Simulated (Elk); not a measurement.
# How C absorbs and reflects light

Aim: the dielectric function of C, and the optical constants that follow from it.

Main program and level: Elk 11.2.3 (patched build); DFT, PBE, all-electron APW+lo, Dirac cores, scalar-relativistic bands, independent-particle optical response without local fields.

**1. Set-up**

Symmetry: Fd-3m, No. 227, cubic system. The conventional cell has a = 3.567 Å, b = 3.567 Å, c = 3.567 Å, α = 90.00°, β = 90.00°, γ = 90.00°. Nearest to C lie 4 C at 1.54 Å.

Structure file:

```cif
data_structure
_symmetry_space_group_name_H-M 'Fd-3m:1'
_symmetry_Int_Tables_number 227
_cell_length_a 3.5667
_cell_length_b 3.5667
_cell_length_c 3.5667
_cell_angle_alpha 90.000
_cell_angle_beta 90.000
_cell_angle_gamma 90.000
_cell_volume 45.37
loop_
_atom_site_label
_atom_site_type_symbol
_atom_site_symmetry_multiplicity
_atom_site_Wyckoff_symbol
_atom_site_fract_x
_atom_site_fract_y
_atom_site_fract_z
_atom_site_occupancy
C1 C 8 a 0.25000 0.25000 0.25000 1
```

**2. Ground state**

First the ground state: is it a metal or has it a gap?

This step: DFT, PBE, all-electron APW+lo, Dirac cores, scalar-relativistic bands, ground state (Elk 11.2.3 (patched build)).

Input file elk.in:

```
tasks
  0
  120

xctype
  20

nempty
  14

lorbcnd
  .true.

rgkmax
  7.0

swidth
  0.0018375

maxscl
  100

epsengy
  1e-05

sppath
  './'

avec
  0.000000000000 3.370080878874 3.370080878874
  3.370080878874 0.000000000000 3.370080878874
  3.370080878874 3.370080878874 0.000000000000

atoms
  1
  'C.in'
  2
  0.750000000000 0.750000000000 0.750000000000   0.000 0.000 0.000
  0.500000000000 0.500000000000 0.500000000000   0.000 0.000 0.000

ngridk
  17 17 17
```

Launch:

```sh
$ OMP_NUM_THREADS=4 elk
```

Numbers of over 12 decimals in the logs are rounded to 6 here.

Log:

```text
┌─────────────────────────┐
│ Elk code version 11.2.3 │
└─────────────────────────┘

All units are atomic (Hartree, Bohr, etc.)

┌─────────────────────────────────────────────────┐
│ Ground-state run starting from atomic densities │
└─────────────────────────────────────────────────┘

Lattice vectors :
   0.000000000       3.370080879       3.370080879
   3.370080879       0.000000000       3.370080879
   3.370080879       3.370080879       0.000000000

Reciprocal lattice vectors :
 -0.9322009668      0.9322009668      0.9322009668
  0.9322009668     -0.9322009668      0.9322009668
  0.9322009668      0.9322009668     -0.9322009668

Unit cell volume      :    76.55101733
Brillouin zone volume :    3.240325499

Muffin-tin inner radius fraction :   0.1000000000E-01

Nuclei treated as point charges

Species : 1 (C)
 parameters loaded from : C.in
 name : carbon
 nuclear charge    :   -6.000000000
 electronic charge :    6.000000000
 atomic mass :    21894.16674
 muffin-tin radius :    1.434287827
 number of radial points in muffin-tin :    593
 inner part over the whole radius :   0.9903637110E-02
 number on inner part of muffin-tin    :    403
 approximate nuclear radius :   0.4747601631E-04
 number of mesh points to nuclear radius :    168
 atomic positions (lattice), magnetic fields (Cartesian) :
  1 :   0.12500000  0.12500000  0.12500000    0.00000000  0.00000000  0.00000000
  2 :  -0.12500000 -0.12500000 -0.12500000    0.00000000  0.00000000  0.00000000

Total number of atoms per unit cell :    2
Total muffin-tin volume :    24.71880904
 ratio of muffin-tin to unit cell volume :   0.3229063427

Spin treatment :
 spin-unpolarised

Number of Bravais lattice symmetries :   48
Number of crystal symmetries         :   48
Crystal has inversion symmetry
Real symmetric eigensolver will be used

k-point grid :     17    17    17
k-point offset :    0.000000000       0.000000000       0.000000000
k-point set is reduced with full crystal symmetry group
Total number of k-points :      165

Muffin-tin radius times maximum |G+k| :    7.000000000
 using average radius
Maximum |G+k| for APW functions       :    4.880470899
Maximum (1/2)|G+k|²                   :    11.90949810
Maximum |G| for potential and density :    12.00000000
Constant for pseudocharge density :    4
 order of it for each species :   11
 order of it for pair densities of each species (exact exchange by exxq0 0: 11) :   10
Radial integration step length :    1

G-vector grid sizes :     20    20    20
Number of G-vectors :     2229

Maximum angular momentum used for
 APW functions            :    8
 outer part of muffin-tin :    6
 inner part of muffin-tin :    2

Total nuclear charge    :   -12.00000000
Total core charge       :    4.000000000
Total valence charge    :    8.000000000
Total excess charge     :    0.000000000
Total electronic charge :    12.00000000

Effective Wigner radius, rₛ :    1.150518758

Number of empty states         :     28
Total number of valence states :     33
Total number of core states    :      4

Conduction state local-orbitals added automatically
Third-order local-orbitals added for an l without core states : F
Total number of local-orbitals :    108

Exchange-correlation functional :     20     0     0
 Perdew-Burke-Ernzerhof, Phys. Rev. Lett. 77, 3865 (1996)
 gradient requirement :    1
 generalised gradient approximation (GGA)

Smearing type :    3
 Fermi-Dirac
Smearing width :   0.1837500000E-02
Effective electronic temperature (K) :    580.2366081

Mixing type :    3
 Broyden mixing, J. Phys. A: Math. Gen. 17, L317 (1984)

Kohn-Sham potential initialised from atomic data

┌──────────────────────────────┐
│ Self-consistent loop started │
└──────────────────────────────┘

┌─────────────────┐
│ Loop number : 1 │
└─────────────────┘

Energies :
 Fermi                       :     0.328037
 sum of occupied eigenvalues :     -38.203636369645
 electron kinetic            :      75.999742146366
 core electron kinetic       :      63.847024030809
 Coulomb                     :     -141.58176266007
 Coulomb potential           :     -98.566536163482
 nuclear-nuclear             :     -28.771549331920
 electron-nuclear            :     -127.88622922844
 Hartree                     :      15.076015900294
 Madelung                    :     -92.298494578326
 xc potential                :     -15.636842352530
 exchange                    :     -10.461294118832
 correlation                 :    -0.440988
 electron entropic           :    -0.34240285377089E-11
 total energy                :     -76.484302722684

Density of states at Fermi energy :   0.5440475342E-07
 (states/Hartree/unit cell)

Estimated indirect band gap :   0.1758078110
 from k-point 1 to k-point 70
Estimated direct band gap   :   0.2192833107
 at k-point 1

Charges :
 core                        :    4.000000000
 valence                     :    8.000000000
 interstitial                :    3.106650894
 muffin-tins (core leakage)
  species : 1 (C)
   atom 1                    :    4.446674553     (  0.8813865305E-04)
   atom 2                    :    4.446674553     (  0.8813865305E-04)
 total in muffin-tins        :    8.893349106
 total calculated charge     :    11.99990878
 total charge                :    12.00000000
 error                       :   0.9122352293E-04

┌─────────────────┐
│ Loop number : 2 │
└─────────────────┘

Energies :
 Fermi                       :     0.329334
 sum of occupied eigenvalues :     -38.186832964592
 electron kinetic            :      75.302679009963
 core electron kinetic       :      63.497512956461
 Coulomb                     :     -141.57790668317
 Coulomb potential           :     -98.565553127449
 nuclear-nuclear             :     -28.771549331920
 electron-nuclear            :     -127.87947965739
 Hartree                     :      15.073122306133
 Madelung                    :     -92.295130119449
 xc potential                :     -14.923958847106
 exchange                    :     -10.460727756197
 correlation                 :    -0.441035
 electron entropic           :    -0.34237727254940E-11
 total energy                :     -77.176989954877

Density of states at Fermi energy :   0.5440480032E-07
 (states/Hartree/unit cell)

Estimated indirect band gap :   0.1755512407
 from k-point 1 to k-point 70
Estimated direct band gap   :   0.2191400009
 at k-point 1

Charges :
 core                        :    4.000000000
 valence                     :    8.000000000
 interstitial                :    3.107814247
 muffin-tins (core leakage)
  species : 1 (C)
   atom 1                    :    4.446092876     (  0.8816050281E-04)
   atom 2                    :    4.446092876     (  0.8816050281E-04)
 total in muffin-tins        :    8.892185753
 total calculated charge     :    11.99990863
 total charge                :    12.00000000
 error                       :   0.9137074282E-04

RMS change in Kohn-Sham potential (target) :    5.256741001     (  0.1000000000E-05)
Absolute change in total energy (target)   :   0.6926872322     (  0.1000000000E-04)

[... 12 loops left out ...]

┌──────────────────┐
│ Loop number : 15 │
└──────────────────┘

Energies :
 Fermi                       :     0.461911
 sum of occupied eigenvalues :     -36.534316734589
 electron kinetic            :      75.929733406837
 core electron kinetic       :      63.826426933260
 Coulomb                     :     -141.26906683784
 Coulomb potential           :     -98.501903966425
 nuclear-nuclear             :     -28.771549331920
 electron-nuclear            :     -127.32429986523
 Hartree                     :      14.826782359307
 Madelung                    :     -92.018114854627
 xc potential                :     -13.962146175002
 exchange                    :     -10.413187120724
 correlation                 :    -0.445171
 electron entropic           :    -0.34003056436648E-11
 total energy                :     -76.197691188765

Density of states at Fermi energy :   0.5440478383E-07
 (states/Hartree/unit cell)

Estimated indirect band gap :   0.1524603377
 from k-point 1 to k-point 70
Estimated direct band gap   :   0.2058176867
 at k-point 1

Charges :
 core                        :    4.000000000
 valence                     :    8.000000000
 interstitial                :    3.210707019
 muffin-tins (core leakage)
  species : 1 (C)
   atom 1                    :    4.394646491     (  0.8936426614E-04)
   atom 2                    :    4.394646491     (  0.8936426614E-04)
 total in muffin-tins        :    8.789292981
 total calculated charge     :    11.99989692
 total charge                :    12.00000000
 error                       :   0.1030828578E-03

RMS change in Kohn-Sham potential (target) :   0.5734093343E-07 (  0.1000000000E-05)
Absolute change in total energy (target)   :   0.2630808154E-05 (  0.1000000000E-04)

Convergence targets achieved

┌──────────────────┐
│ Loop number : 16 │
└──────────────────┘

Energies :
 Fermi                       :     0.461911
 sum of occupied eigenvalues :     -36.534316723917
 electron kinetic            :      75.929733398522
 core electron kinetic       :      63.826426954368
 Coulomb                     :     -141.26906682354
 Coulomb potential           :     -98.501903973761
 nuclear-nuclear             :     -28.771549331920
 electron-nuclear            :     -127.32429983060
 Hartree                     :      14.826782338986
 Madelung                    :     -92.018114836656
 xc potential                :     -13.962146148677
 exchange                    :     -10.413187117531
 correlation                 :    -0.445171
 electron entropic           :    -0.34003056768055E-11
 total energy                :     -76.197691179908

Density of states at Fermi energy :   0.5440478412E-07
 (states/Hartree/unit cell)

Estimated indirect band gap :   0.1524603361
 from k-point 1 to k-point 70
Estimated direct band gap   :   0.2058176850
 at k-point 1

Charges :
 core                        :    4.000000000
 valence                     :    8.000000000
 interstitial                :    3.210707029
 muffin-tins (core leakage)
  species : 1 (C)
   atom 1                    :    4.394646486     (  0.8936426607E-04)
   atom 2                    :    4.394646486     (  0.8936426607E-04)
 total in muffin-tins        :    8.789292971
 total calculated charge     :    11.99989692
 total charge                :    12.00000000
 error                       :   0.1030828588E-03

┌──────────────────────────────┐
│ Self-consistent loop stopped │
└──────────────────────────────┘

Wrote STATE.OUT
```

Run time: 12 s. Hardware: 4 threads of Arm Neoverse V2, shared host; peak memory 0.1 GiB.

This step gave:

- total energy: -76.20 Ha
- Fermi energy: 12.57 eV
- DOS at the Fermi level: 2.00e-9 states/eV/cell
- gap on the k-mesh: 4.149 eV
- direct gap on the mesh: 5.601 eV

There is a gap, 4.15 eV on this mesh (points off the mesh can give less), so no carriers' term is needed.

**3. Independent particles**

With the density converged, the vertical transitions are summed over the zone.

This step: DFT, PBE, all-electron APW+lo, Dirac cores, scalar-relativistic bands, independent-particle optical response without local fields (Elk 11.2.3 (patched build)).

elk.in, as its differences from that of step 2:

```diff
@@ -1,4 +1,6 @@
 tasks
-  0
-  120
+  121
+
+optcomp
+  1 1
 
@@ -17,9 +19,7 @@
 swidth
-  0.0018375
+  0.0073499
 
-maxscl
-  100
-
-epsengy
-  1e-05
+wplot
+  400 100 0
+  0.0 0.80849
```

Launch:

```sh
$ OMP_NUM_THREADS=4 elk
```

Log:

```text
┌─────────────────────────────────┐
│ Elk code version 11.2.3 started │
└─────────────────────────────────┘

Info(readinput): the functional depends on the density's gradient
 muffin-tin radial points multiplied by    2.00000
 (not where nrmtscf is given)

┌────────────────────┐
│ Current task : 121 │
└────────────────────┘
Info(checkmt): changed muffin-tin radius of species 1 (C) from   1.8000 to   1.4343

Info(findsymcrys): atomic basis shift (lattice) :
  0.3750000000      0.3750000000      0.3750000000
See GEOMETRY.OUT for new atomic positions

Info(dielectric):
 dielectric tensor written to EPSILON_ij.OUT
 optical conductivity written to SIGMA_ij.OUT
 for components
  i = 1, j = 1

┌──────────────────┐
│ Elk code stopped │
└──────────────────┘
```

It took 3.7 s on 4 threads; peak memory 0.04 GiB; 15 s of CPU time.

This step gave:

```
electronic dielectric constant ε∞, mean over x, y and z (by symmetry where fewer were run) : 5.872
main peak of Im epsilon, first axis                                                        : 11.08 eV
```

The Im ε, E ∥ x has structure finer than the step of the table below, so its rows give means over 1 eV, whole bins alone (the curve runs from 0 to 21.9 eV). Peaks (eV: height): 11.1: 20.5, 11.7: 19.5.

Values under the direct gap are tails of Lorentzian lines. The Im ε, E ∥ x by photon energy; means over each step:

```tsv
photon energy (eV)	Im ε, E ∥ x
1	0.0183
2	0.0397
3	0.0695
4	0.122
5	0.301
6	1.62
7	3.07
8	4.02
9	5.33
10	8.08
11	16.0
12	13.4
13	6.73
14	6.45
15	3.79
16	3.62
17	2.59
18	1.63
19	1.60
20	1.05
21	0.816
```

Re ε, E ∥ x against photon energy:

```tsv
photon energy (eV)	Re ε, E ∥ x
0	5.87
1	5.92
2	6.06
3	6.32
4	6.78
5	7.63
6	8.82
7	8.36
8	8.66
9	9.42
10	10.7
11	9.26
12	-7.71
13	-1.85
14	-4.17
15	-2.85
16	-2.02
17	-2.82
18	-1.95
19	-1.48
20	-1.32
21	-0.577
```

Table of reflectivity at normal incidence, E ∥ x by photon energy; read off at these points:

```tsv
photon energy (eV)	reflectivity at normal incidence, E ∥ x (%)
0.00	17.3
0.50	17.3
1.00	17.4
1.50	17.6
2.00	17.8
2.50	18.2
3.00	18.6
3.50	19.1
4.00	19.8
4.50	20.7
5.00	22.0
5.50	23.9
6.00	25.5
6.50	26.2
7.00	25.2
7.50	26.3
8.00	27.0
8.50	28.2
9.00	30.1
9.50	31.5
10.00	34.2
10.50	38.4
11.00	48.4
11.50	48.5
12.00	61.4
12.50	54.3
13.00	42.2
13.50	44.8
14.00	53.7
14.50	55.0
14.58	55.3
15.00	49.8
15.50	45.7
16.00	42.8
16.50	50.4
17.00	55.0
17.50	54.1
17.82	56.0
18.00	54.1
18.50	46.1
19.00	44.4
19.50	52.5
20.00	51.1
20.41	53.1
20.50	52.2
21.00	39.3
21.50	26.3
```

The loss function −Im 1/ε at q → 0, E ∥ x has structure finer than the step of the table below, so its rows give means over 1 eV, whole bins alone (the curve runs from 0 to 21.9 eV). Peaks (eV: height): 21.2: 0.966.

Values under the direct gap are tails of Lorentzian lines. Loss function −Im 1/ε at q → 0, E ∥ x against energy loss; means over each step:

```tsv
energy loss (eV)	loss function −Im 1/ε at q → 0, E ∥ x
1	5.2e-4
2	0.00108
3	0.00173
4	0.00263
5	0.00494
6	0.0202
7	0.0365
8	0.0431
9	0.0465
10	0.0457
11	0.0484
12	0.0644
13	0.132
14	0.114
15	0.168
16	0.195
17	0.186
18	0.256
19	0.331
20	0.374
21	0.764
```

Refractive index n and extinction k against photon energy:

```tsv
photon energy (eV)	n	k
0	2.42	0
1	2.43	0.00374
2	2.46	0.00801
3	2.51	0.0137
4	2.60	0.0229
5	2.76	0.0473
6	2.99	0.354
7	2.93	0.477
8	3.01	0.633
9	3.18	0.845
10	3.44	1.08
11	3.93	2.48
12	1.94	3.38
13	1.53	2.05
14	1.25	2.39
15	0.943	1.93
16	1.03	1.76
17	0.696	1.82
18	0.521	1.49
19	0.632	1.37
20	0.438	1.23
21	0.421	0.869
```

At chosen wavelengths:

```tsv
wavelength (nm)	n	k	R (%)	1/α
1550	2.43	0.003	17.4	42 µm
1064	2.44	0.004	17.5	19 µm
800	2.45	0.006	17.6	11 µm
450	2.50	0.012	18.4	3.0 µm
365	2.54	0.017	19.0	1.7 µm
308	2.61	0.023	19.8	1.1 µm
193	3.02	0.354	25.8	43 nm
```

Below the direct gap, k and the depth come from the tails of the Lorentzian lines, not from transitions.

Rows near the edge hang on the gap, which this functional as a rule makes too small, and phonon-assisted absorption is left out.

**4. What came out**

```
electronic dielectric constant ε∞, mean over x, y and z (by symmetry where fewer were run) (independent particles) : 5.87
main peak of Im epsilon, first axis                                                                                : 11.1 eV
```

In words: At this level (PBE, independent particles) C has ε∞ = 5.87 and n = 2.43 at 1550 nm, and Im ε peaks at 11.1 eV. On the mesh the gap is 4.15 eV and the least direct gap 5.60 eV, so on this mesh the band edges lie at different points. Distinct maxima of Im ε, read by a parabola through the highest points, lie at 11.08 eV (21), 11.70 eV (20) and 13.58 eV (8.5). Excitons and phonon-assisted transitions are missing, and so are local fields; PBE gaps are as a rule too small, which pulls the onset down and ε∞ up. The sum runs over mesh points, so small or evenly spaced maxima can still be ripples of the mesh.

[Machine, clock and banner lines and Python warnings are left out of the logs.]

[Logs are printed without paths, hosts, clocks, repeated set-up lines and the standing remarks that a program may print on its own settings, such as how far it seeks lower states.]

[Hosts, paths, dates, database ids (printed as entryN), source tags and the programs' standing remarks are cut or masked in the printed files.]
